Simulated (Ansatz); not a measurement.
# How many bands does the GW gap of AlIn2N3 (Cmc2_1) need?, part 2 of 2

How do accuracy and time trade against each other in G0W0 on AlIn2N3 (Cmc2_1)?

Ansatz 0.2.0; G0W0 on PBE, plane waves, PAW; PAW set soft_1. Known limits of the many-body steps: not at the basis limit; no spin-orbit coupling; coarse k mesh.

So far. Step 2 (151 empty bands, screening to 54 eV): The gap on the mesh goes from 0.88 eV to 1.35 eV, a correction of +0.47 eV. Between the two edge states, bare exchange in place of the xc potential would open the gap by 6.43 eV, and correlation takes back 5.97 eV. Step 3 (427 empty bands, screening to 108 eV): Against the run with 6×6×4 mesh, 151 empty bands, screening to 54 eV, PAW set soft_1 files, the gap moves by +0.22 eV.

### Step 4. 920 empty bands, screening to 180 eV

Contents of input.yaml:

```yaml
crystal:
  lattice:
    - [5.1481021059, -2.9628729689, 0.0]
    - [5.1481021059, 2.9628729689, 0.0]
    - [0.0, 0.0, 5.500038]
  atoms:
    - { symbol: Al, position: [0.341243, 0.658757, 0.989218] }
    - { symbol: Al, position: [0.658757, 0.341243, 0.489218] }
    - { symbol: In, position: [0.988295, 0.335413, 0.987121] }
    - { symbol: In, position: [0.664587, 0.011705, 0.987121] }
    - { symbol: In, position: [0.011705, 0.664587, 0.487121] }
    - { symbol: In, position: [0.335413, 0.988295, 0.487121] }
    - { symbol: "N", position: [0.968855, 0.332959, 0.385637] }
    - { symbol: "N", position: [0.667041, 0.031145, 0.385637] }
    - { symbol: "N", position: [0.031145, 0.667041, 0.885637] }
    - { symbol: "N", position: [0.332959, 0.968855, 0.885637] }
    - { symbol: "N", position: [0.368643, 0.631357, 0.337266] }
    - { symbol: "N", position: [0.631357, 0.368643, 0.837266] }
kpoints:
  mp_grid: { grid: [6, 6, 4] }
hamiltonian:
  xc: pbe
  pseudopotentials: { kind: paw, azcp: { folder: soft_1 } }
scf:
  occupations: { method: fixed }
gw:
  n_empty_bands: 920
  ecut_chi: 180.0
  qp_bands: [v4, c4]
  qp_kpoints: band_edges
  screening: { model: contour_deformation }
```

Run with:

```sh
> ansatz run input.yaml --threads 2 --pin off --max-ram 92160MiB --backend cuda --events-out ev --progress --plain --runs-dir out --devices 1 --max-vram 13GiB
```

Numbers of over 12 decimals in the logs are rounded to 6 here.

Log:

```text
GPUs: using 1 of 1 available (devices: 1).
[...]
GPU FFT provider: cuFFT
GPU libraries: cuBLAS 13.8.2, cuFFT 12.4.0, cuSOLVER 12.3.4
Crystal: 12 atoms, lattice volume = 167.786 Å³
Basis set: ecut = 420 eV, 3247 PW (Γ)
Bands: 56, of which v1, the nominal top of the filled ones, is band 44 counted from 1 (43 counted from 0)
Symmetry: 4 space group operations
[...]
k-points: 39 of 144 (time reversal used)
[...]
0    48     13.9614    -6.6974    -4.2979   -11.1063  0.7913    14.0728    14.0724  root
[...]
37    45     12.3645   -11.4038    -4.1841   -16.0185  0.7513    12.8027    12.7951  root
    37    46     12.4515    -9.2651    -4.2705   -13.8320  0.7822    12.7507    12.7479  root
    37    47     12.4600   -10.3945    -4.1475   -14.9015  0.7645    12.8243    12.8195  root
    37    48     13.6791    -7.6738    -4.4237   -12.3133  0.7831    13.8964    13.8949  root
[key lines of the parts left out:]
SCF converged after 9 iterations
Free energy (F): -25775.091800 eV
Fermi energy:    8.622197 eV
```

It took 14 min on 1 × NVIDIA H100 80GB HBM3 (shared by 6 runs) with 2 threads of AMD EPYC 7R13 (Zen 3), shared host; peak memory 9.1 GiB; 22 min of CPU time.

Numbers from this step:

- bands summed: 964
- RPA ε∞ on this mesh (eigenvalues): 7.282, 7.312, 7.498
- plane waves in the screening matrix: 925
- G0W0 gap on the mesh: 1.634 eV
- k of the valence top: 0, 0, 0
- k of the conduction bottom: 0, 0, 0
- starting gap on the mesh: 0.8805 eV
- least direct G0W0 gap on the computed points: 1.634 eV

Against the run with 6×6×4 mesh, 427 empty bands, screening to 108 eV, PAW set soft_1 files, the gap moves by +0.07 eV.

### Step 5. Changing the k mesh: 3×3×2 mesh, 427 empty bands, screening to 108 eV, PAW set soft_1 files

A second mesh at equal bands and cutoff isolates the sampling error. Bands and cutoff differ from the step before, so it is read against an earlier run that matches them.

input.yaml, as its differences from that of step 4:

```diff
@@ -19,3 +19,3 @@
 kpoints:
-  mp_grid: { grid: [6, 6, 4] }
+  mp_grid: { grid: [3, 3, 2] }
 hamiltonian:
@@ -26,4 +26,4 @@
 gw:
-  n_empty_bands: 920
-  ecut_chi: 180.0
+  n_empty_bands: 427
+  ecut_chi: 108
   qp_bands: [v4, c4]
```

Log:

```text
GPUs: using 1 of 1 available (devices: 1).
[...]
GPU FFT provider: cuFFT
GPU libraries: cuBLAS 13.8.2, cuFFT 12.4.0, cuSOLVER 12.3.4
Crystal: 12 atoms, lattice volume = 167.786 Å³
Basis set: ecut = 420 eV, 3247 PW (Γ)
Bands: 56, of which v1, the nominal top of the filled ones, is band 44 counted from 1 (43 counted from 0)
Symmetry: 4 space group operations
[...]
k-points: 8 of 18
[...]
0    48     13.9625    -6.6550    -4.3353   -11.1043  0.7518    14.0773    14.0766  root
[...]
7    45     12.6310    -9.0007    -4.1622   -13.4956  0.7413    12.9716    12.9636  root
     7    46     12.6310    -9.0007    -4.1622   -13.4956  0.7413    12.9716    12.9636  root
     7    47     12.7848    -9.6917    -4.3070   -14.4410  0.7337    13.2427    13.2271  root
     7    48     12.7848    -9.6917    -4.3070   -14.4410  0.7337    13.2427    13.2271  root
[key lines of the parts left out:]
SCF converged after 9 iterations
Free energy (F): -25775.052383 eV
Fermi energy:    8.626696 eV
```

Run time: 26 s. Hardware: 1 × NVIDIA H100 80GB HBM3 (shared by 6 runs) with 2 threads; peak memory 1.6 GiB.

This step gave:

```
bands summed                                 : 471
RPA ε∞ on this mesh (eigenvalues)            : 14.18, 14.57, 14.91
plane waves in the screening matrix          : 409
G0W0 gap on the mesh                         : 1.425 eV
k of the valence top                         : 0, 0, 0
k of the conduction bottom                   : 0, 0, 0
starting gap on the mesh                     : 0.8790 eV
least direct G0W0 gap on the computed points : 1.425 eV
```

Against the run with 6×6×4 mesh, 427 empty bands, screening to 108 eV, PAW set soft_1 files, the gap moves by −0.14 eV.

### Step 6. Side by side

Times are wall times on 1 × NVIDIA H100 80GB HBM3 (shared by 6 runs) with 2 threads of AMD EPYC 7R13 (Zen 3), shared host, good to a factor of about two.

| mesh | files | frequency | bands summed | cutoff (eV) | start (eV) | G0W0 (eV) | time | host memory (GiB) |
| --- | --- | --- | --- | --- | --- | --- | --- | --- |
| 6×6×4 | PAW set soft_1 | contour deformation | 195 | 54 | 0.881 | 1.347 | 2.4 min | 1.7 |
| 6×6×4 | PAW set soft_1 | contour deformation | 471 | 108 | 0.881 | 1.563 | 5.9 min | 3.6 |
| 6×6×4 | PAW set soft_1 | contour deformation | 964 | 180 | 0.881 | 1.634 | 14 min | 9.1 |
| 3×3×2 | PAW set soft_1 | contour deformation | 471 | 108 | 0.879 | 1.425 | 26 s | 1.6 |

The parts of the quasiparticle energy at the two band edges (eV; QP = start + Σx + Σc − Vxc):

| run | edge | start | Σx | Σc | Vxc | Z | QP |
| --- | --- | --- | --- | --- | --- | --- | --- |
| 195 bands | valence top | 8.62 | -21.82 | 3.38 | -18.58 | 0.74 | 8.77 |
| 195 bands | conduction bottom | 9.50 | -11.55 | -2.59 | -14.74 | 0.79 | 10.11 |
| 471 bands | valence top | 8.62 | -21.82 | 2.95 | -18.58 | 0.74 | 8.33 |
| 471 bands | conduction bottom | 9.50 | -11.55 | -2.80 | -14.74 | 0.78 | 9.90 |
| 964 bands | valence top | 8.62 | -21.82 | 2.69 | -18.58 | 0.73 | 8.07 |
| 964 bands | conduction bottom | 9.50 | -11.55 | -2.99 | -14.74 | 0.78 | 9.70 |

### Step 7. Results

```json
{
 "195 bands, 54 eV": "1.347 eV",
 "471 bands, 108 eV": "1.563 eV",
 "964 bands, 180 eV": "1.634 eV",
 "estimated limit in bands and cutoff": "1.70 eV",
 "mesh and start": "6×6×4, PBE"
}
```

A line in one over the bands through the two highest rungs gives 1.70 eV, +0.07 eV from the top rung; the pair below gives 1.72 eV, in fair agreement. The rungs stand 0.36 eV (195 bands), 0.14 eV (471 bands) and 0.07 eV (964 bands) from it. From 195 to 964 bands the gap moves by +0.29 eV while the time grows 5.7-fold. Σc changes by −0.70 eV at the valence top and −0.41 eV at the conduction bottom, so the levels themselves move more than the gap between them. On the 3×3×2 mesh in place of 6×6×4 the gap differs by −0.14 eV, of which −0.001 eV is already in the start. The cheapest rung within 0.1 eV of this estimate is that with 964 bands (14 min). The 6×6×4 mesh is coarse for this cell (its supercell is 22 Å along the shortest edge). The RPA ε∞ on it, from the PBE start, is 7.28, 7.31 and 7.50; such meshes misread the long-range screening, most where the gap is narrow. The many-body steps are scalar-relativistic: spin-orbit coupling is not in them.

[Paths, hosts, dates, memory and timing lines, banners, echoed tables and standing remarks are left out of the program output.]

[Logs are printed without paths, hosts, clocks, repeated set-up lines and the standing remarks that a program may print on its own settings, such as how far it seeks lower states.]

[Runs of the session that timed out or met a known fault of the program may be left out.]

[Cells called generated may have been cut or substituted from an entry of the Crystallography Open Database or the Materials Project.]

[Hosts, paths, dates, database ids (printed as entryN), source tags and the programs' standing remarks are cut or masked in the printed files.]
